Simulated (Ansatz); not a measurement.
**NaFeN (P6_3mc): a many-body input that goes wrong, and its mend**

What is wrong with this input for NaFeN (P6_3mc)?

Main program and level: Ansatz 0.2.0; G0W0 on PBE, plane waves, PAW; PAW set soft_1.

In doubt: one-shot GW on d or f shells is unsure, so the values of those runs are not to be relied on.

## 1. The starting structure

It takes space group P6_3mc (No. 186, hexagonal). The conventional cell has a = 2.979 Å, b = 2.979 Å, c = 9.678 Å, α = 90.00°, β = 90.00°, γ = 120.00°. Nearest to Na lie 4 N at 2.55 to 2.95 Å and 3 Fe at 2.91 Å and 6 Na at 2.98 Å. Fe has 3 N at 1.78 Å nearest. N has 3 Fe at 1.78 Å and 4 Na at 2.55 to 2.95 Å nearest. Farther neighbours and most contacts between anions are not listed.

The cell and positions are those that the Materials Project relaxed with its own functionals (PBE, PBE+U or r2SCAN), kept fixed.

## 2. First try

input.yaml reads:

```yaml
crystal:
  lattice:
    - [2.9791986867, 0.0, 0.0]
    - [-1.4895993434, 2.5800617456, 0.0]
    - [0.0, 0.0, 9.67759076]
  atoms:
    - { symbol: Na, position: [0.66666667, 0.33333333, 0.76069016] }
    - { symbol: Na, position: [0.33333333, 0.66666667, 0.26069016] }
    - { symbol: Fe, position: [0.0, 0.0, 0.51816637] }
    - { symbol: Fe, position: [0.0, 0.0, 0.01816637] }
    - { symbol: "N", position: [0.33333333, 0.66666667, 0.56578347] }
    - { symbol: "N", position: [0.66666667, 0.33333333, 0.06578347] }
kpoints:
  mp_grid: { grid: [6, 6, 2] }
hamiltonian:
  xc: pbe
  pseudopotentials: { kind: paw, azcp: { folder: soft_1 } }
scf:
  occupations: { method: fermi_dirac, width: 1.0 }
gw:
  n_empty_bands: 78
  ecut_chi: 60
  qp_bands: [v2, c2]
  qp_kpoints: band_edges
  screening: { model: contour_deformation }
```

Run with:

```sh
ansatz run input.yaml --threads 2 --pin off --max-ram 92160MiB --backend cuda --events-out ev --progress --plain --runs-dir out --devices 1 --max-vram 13GiB
```

Numbers of over 12 decimals in the logs are rounded to 6 here.

The program printed:

```text
band count auto-derived: 50 (N_el = 60.0; filled up to band 30; 36 by the electrons, moments and atoms)
GPUs: using 1 of 1 available (devices: 1).
Engine: ansatz 0.2.0, x86_64-unknown-linux-gnu
Pseudopotentials: kind: paw
Pseudopotential: Na, paw, valence charge 9, recommended cutoff 420 eV (normal), soft_1/Na.paw.azcp
Pseudopotential: Fe, paw, valence charge 16, recommended cutoff 420 eV (normal), soft_1/Fe.paw.azcp
Pseudopotential: N, paw, valence charge 5, recommended cutoff 420 eV (normal), soft_1/N.paw.azcp
Functional definition: PBE
  parameter kappa = 0.804
  parameter beta = 0.066725
  exchange = pbe_x(kappa = kappa, mu = beta*pi^2/3)
  correlation = pbe_c(beta = beta)
device memory: the entry about to start is reckoned to put 1.2 GiB on a device that reports 56.5 GiB free (of which the cap on the GPU budget leaves the run 13.0 GiB)
GPU FFT provider: cuFFT
GPU libraries: cuBLAS 13.8.2, cuFFT 12.4.0, cuSOLVER 12.3.4
Crystal: 6 atoms, lattice volume = 74.387 Å³
Basis set: ecut = 420 eV, 1401 PW (Γ)
Bands: 50, of which v1, the nominal top of the filled ones, is band 30 counted from 1 (29 counted from 0)
Symmetry: 12 space group operations
Space group: P63mc (ITA 186), of the structure as read, at distance tolerance 4.2e-5 Å
k-points: 14 of 72
Non-local potential: Na, projectors of the file, l = 0: 3, l = 1: 2, l = 2: 1
Non-local potential: Fe, projectors of the file, l = 0: 3, l = 1: 2, l = 2: 3, l = 3: 1
Non-local potential: N, projectors of the file, l = 0: 2, l = 1: 2, l = 2: 1
PAW form: soft (Blöchl's): semilocal exchange-correlation on the pseudo side does not see the compensation charge
PAW one-centre angular grid: Na, 110 points (default); XC on 64 Gauss nodes
PAW one-centre angular grid: Fe, 590 points (default); XC on 64 Gauss nodes
PAW one-centre angular grid: N, 110 points (default); XC on 64 Gauss nodes
Initial density: superposition of atomic densities (chi_scale 0.1, normalization cell, long waves kept (reshape's long-wave potential 0.09 eV rms))
Initial wavefunctions: pseudopotential atomic-orbital guess
GPU buffer pool allocated for 28800 grid points (all kernels)
GPU transforms: local potential and band sums: pruned to the plane-wave sphere, on 20×20×72
Functional: x = pbe(κ = 0.804, μ = 0.219515), c = pbe(β = 0.066725)
SCF iter   1: F=—  HF=-12708.512787 eV  |F-HF|=—  |Δ(HF+E_count)|=         —  Δρ=6.08e-2  dr2=1.60e0  ethr=3.10e-3  ⟨swp⟩=7.9  Hψ=2713  notcnv=0
preconditioner: auto → Kerker (q_TF=auto, 2.632 Å⁻¹)  [metal: Δε(μ)=0.337 eV  Ē_g=20.182 eV  σ=1.000 eV  W_gap=0.08  n_scr=26 (ndim 8)  ℏωp=27.2 eV  f_vac=0.000  D(μ)=3.46/eV (n_scr^D=38)]
SCF iter   2: F=—  HF=-12708.010418 eV  |F-HF|=—  |Δ(HF+E_count)|=   5.02e-1  Δρ=2.82e-2  dr2=4.89e-1  ethr=2.67e-3  ⟨swp⟩=1.3  Hψ=834  notcnv=0
SCF iter   3: F=—  HF=-12707.877478 eV  |F-HF|=—  |Δ(HF+E_count)|=   1.33e-1  Δρ=8.01e-3  dr2=7.31e-2  ethr=8.15e-4  ⟨swp⟩=1.2  Hψ=712  notcnv=0
SCF iter   4: F=—  HF=-12707.860209 eV  |F-HF|=—  |Δ(HF+E_count)|=   1.73e-2  Δρ=2.28e-3  dr2=5.14e-3  ethr=1.22e-4  ⟨swp⟩=2.1  Hψ=1086  notcnv=0
SCF iter   5: F=—  HF=-12707.860072 eV  |F-HF|=—  |Δ(HF+E_count)|=   1.37e-4  Δρ=4.71e-4  dr2=2.04e-4  ethr=8.57e-6  ⟨swp⟩=2.1  Hψ=1044  notcnv=0
SCF iter   6: F=—  HF=-12707.860084 eV  |F-HF|=—  |Δ(HF+E_count)|=   1.23e-5  Δρ=2.27e-4  dr2=5.04e-5  ethr=3.40e-7  ⟨swp⟩=2.7  Hψ=1167  notcnv=0
SCF iter   7: F=—  HF=-12707.860082 eV  |F-HF|=—  |Δ(HF+E_count)|=   1.53e-6  Δρ=5.65e-5  dr2=4.78e-6  ethr=8.40e-8  ⟨swp⟩=1.0  Hψ=700  notcnv=0
SCF iter   8: F=—  HF=-12707.860083 eV  |F-HF|=—  |Δ(HF+E_count)|=   7.18e-7  Δρ=1.91e-5  dr2=5.43e-7  ethr=7.97e-9  ⟨swp⟩=2.1  Hψ=1100  notcnv=0
SCF iter   9: F=-12707.860083 eV  HF=-12707.860083 eV  |F-HF|=4.35e-8  |Δ(HF+E_count)|=   1.24e-8  Δρ=8.43e-6  dr2=7.91e-8  ethr=1.67e-10  ⟨swp⟩=4.3  Hψ=1975  notcnv=0
SCF 1 converged in 9 iterations: F = -12707.860083 eV  dr2 = 7.91e-8
[...]
device memory: the entry about to start is reckoned to put 1.4 GiB on a device that reports 56.4 GiB free (of which the cap on the GPU budget leaves the run 13.0 GiB)
NSCF: frozen V_eff on 14 k-points
[...]
device memory: the entry about to start is reckoned to put 1.8 GiB on a device that reports 56.4 GiB free (of which the cap on the GPU budget leaves the run 13.0 GiB)
NSCF: frozen V_eff on 14 k-points
SCF converged after 9 iterations
Free energy (F): -12707.860083 eV
Harris-Foulkes:  -12707.860083 eV  (|F-HF|=4.35e-8)
Internal energy: -12696.636584 eV  (E = F + TS)
E sigma→0 (E₀):  -12702.248333 eV
Entropy (-TS):   -11.223499 eV (-1870.583 meV/atom)
Fermi energy:    10.333091 eV
--- Per-component energies (eV) ---
  E_band       = -1018.190590
  E_kinetic    = 1152.780169
  E_local      = -9126.339191  (includes V_loc(G=0)·N_el)
  E_nonlocal   = 1211.712804
  E_hartree    = 3580.806120
  E_xc         = -414.467590
  E_vxc        = -530.501312  (∫ρ·V_xc dr)
  E_paw        = -3605.638456  (= ΣΔE_a)
  E_vpaw       = -887.467231  (= ΣTr[D̂ρ^β])
  E_aug_tail   = -0.000430  (compensation charges beyond the density's cutoff)
  E_ewald      = -5495.490010
  E_smearing   = -11.223499  (= −TS)
  E_closure    = -0.000000  (closes the sum)
  Σ components = -12707.860083   (vs F -12707.860083, Δ=0.00e0)
--- Band table (eV; the first three rows and the last of 14) ---
  k-point 0: bands = [... 26 lower, 9.0661, 9.0661, 9.0703, 9.0703, 11.6128, 12.5398, 14.0931, 14.0931, ... 16 higher]
  k-point 1: bands = [... 26 lower, 9.0682, 9.0682, 9.0682, 9.0682, 11.9455, 11.9455, 14.1025, 14.1025, ... 16 higher]
  k-point 2: bands = [... 26 lower, 9.0107, 9.0135, 9.0872, 9.3645, 11.7716, 12.4010, 12.9132, 13.1762, ... 16 higher]
  k-point 13: bands = [... 26 lower, 8.8090, 8.8090, 9.4219, 9.4219, 10.1348, 10.1348, 11.2171, 11.2171, ... 16 higher]
```

Wall time 7.5 s (1 × NVIDIA H100 80GB HBM3 (shared by 6 runs) with 2 threads of AMD EPYC 7R13 (Zen 3), shared host); peak memory 0.98 GiB.

The column dr2 measures how far the density is from self-consistency, as an energy; F and HF (Harris–Foulkes) agree once it is small.

**What went wrong?**

The self-consistent loop converged; the step after it was not made.

The fault: smeared occupations of electronvolts. A wide smearing fills conduction states and empties valence ones, so the start is no longer the insulator.

## 3. A better input

G0W0 replaces the xc potential by the self-energy, built once from these orbitals. Only a window of levels is corrected, while the sums run over the empty bands that the input names. This step takes PAW set soft_1 files.

Edit input.yaml of step 2 so:

```diff
@@ -18,6 +18,6 @@
 scf:
-  occupations: { method: fermi_dirac, width: 1.0 }
+  occupations: { method: fixed }
 gw:
-  n_empty_bands: 78
-  ecut_chi: 60
+  n_empty_bands: 310
+  ecut_chi: 150.0
   qp_bands: [v2, c2]
```

The program printed:

```text
GPUs: using 1 of 1 available (devices: 1).
[...]
GPU FFT provider: cuFFT
GPU libraries: cuBLAS 13.8.2, cuFFT 12.4.0, cuSOLVER 12.3.4
Crystal: 6 atoms, lattice volume = 74.387 Å³
Basis set: ecut = 420 eV, 1401 PW (Γ)
Bands: 36, of which v1, the nominal top of the filled ones, is band 30 counted from 1 (29 counted from 0)
[... 1 set-up line as in the run before ...]
[...]
k-points: 14 of 72
[...]
GPU buffer pool allocated for 28800 grid points (all kernels)
[...]
SCF iter   1: F=—  HF=-12703.154675 eV  |F-HF|=—  |Δ(HF+E_count)|=         —  Δρ=8.00e-2  dr2=2.84e0  ethr=3.10e-3  ⟨swp⟩=4.0  Hψ=1466  notcnv=0  defer=27
[...]
SCF iter  10: F=-12702.303056 eV  HF=-12702.303056 eV  |F-HF|=4.63e-8  |Δ(HF+E_count)|=   3.28e-8  Δρ=8.97e-6  dr2=4.89e-8  ethr=1.67e-10  ⟨swp⟩=7.9  Hψ=1528  notcnv=0
SCF 1 converged in 10 iterations: F = -12702.303056 eV  dr2 = 4.89e-8
[...]
3    29      9.4393   -31.1444     3.9005   -27.8149  0.5925     9.9931    10.0104  root ?
     3    30      9.4393   -31.1444     3.9005   -27.8149  0.5925     9.9931    10.0104  root ?
     3    31     12.1149   -18.1068    -3.6851   -22.2414  0.6523    12.5769    12.5644  root
     3    32     12.1149   -18.1068    -3.6851   -22.2414  0.6523    12.5769    12.5644  root
[...]
10    29      9.2263   -32.9300     4.2061   -29.3779  0.5788     9.8552     9.8803  root ?
    10    30      9.2408   -32.5926     4.1902   -29.0397  0.5810     9.8545     9.8781  root ?
[...]
11    29      9.2328   -32.7092     4.1712   -29.1821  0.5798     9.8525     9.8769  root ?
    11    30      9.2328   -32.7092     4.1712   -29.1821  0.5798     9.8525     9.8769  root ?
[...]
13    29      9.5778   -29.9869     3.5901   -26.9029  0.6080    10.0725    10.0838  root
    13    30      9.5778   -29.9869     3.5901   -26.9029  0.6080    10.0725    10.0838  root
    13    31     10.2607   -24.8420    -3.7156   -29.3675  0.6168    11.0654    11.0707  root
    13    32     10.2607   -24.8420    -3.7156   -29.3675  0.6168    11.0654    11.0707  root
[key lines of the parts left out:]
SCF converged after 10 iterations
Free energy (F): -12702.303056 eV
Fermi energy:    9.924069 eV
```

Run time: 30 s. Hardware: 1 × NVIDIA H100 80GB HBM3 (shared by 6 runs) with 2 threads; peak memory 1.4 GiB.

Numbers from this step:

- bands summed: 340
- RPA ε∞ on this mesh (eigenvalues): 6.039, 33.60, 33.60
- plane waves in the screening matrix: 289
- q-points in the mesh: 72
- G0W0 gap on the mesh: 0.7010 eV
- k of the valence top: 0.1667, 0.1667, 0
- k of the conduction bottom: 0.3333, 0.3333, -0.5
- starting gap on the mesh: 0.3366 eV
- Z at the valence top: 0.6311
- Z at the conduction bottom: 0.6168
- least direct G0W0 gap on the computed points: 0.9845 eV

The gap on the mesh goes from 0.34 eV to 0.70 eV, a correction of +0.36 eV. Between the two edge states, bare exchange in place of the xc potential would open the gap by 6.35 eV, and correlation takes back 5.99 eV.

## 4. Outcome

```
first try  : the many-body step was refused after 7.5 s
better run : G0W0 gap on the mesh 0.70 eV (6×6×2 mesh, 310 empty bands, screening to 150 eV, PAW set soft_1 files)
```

What this shows: The second run differs in: empty bands, screening cutoff (eV) and smearing (eV). Bands and cutoff are finite, so the gap is not at the basis limit. The miss can reach some tenths of an eV and take either sign; the mesh is an error of its own. The 6×6×2 mesh is coarse for this cell (its supercell is 18 Å along the shortest edge). The RPA ε∞ on it, from the PBE start, is 6.04 and 33.60; such meshes misread the long-range screening, most where the gap is narrow. The runs have no spin polarisation. For a closed low-spin shell that is the natural state; where a d or f shell is open it is a constraint, and the gap is then not the crystal's own. With d states at the gap, one-shot GW leans hard on its start.

[Paths, hosts, dates, memory and timing lines, banners, echoed tables and standing remarks are left out of the program output.]

[Logs are printed without paths, hosts, clocks, repeated set-up lines and the standing remarks that a program may print on its own settings, such as how far it seeks lower states.]

[Runs of the session that timed out or met a known fault of the program may be left out.]

[Cells called generated may have been cut or substituted from an entry of the Crystallography Open Database or the Materials Project.]

[Hosts, paths, dates, database ids (printed as entryN), source tags and the programs' standing remarks are cut or masked in the printed files.]
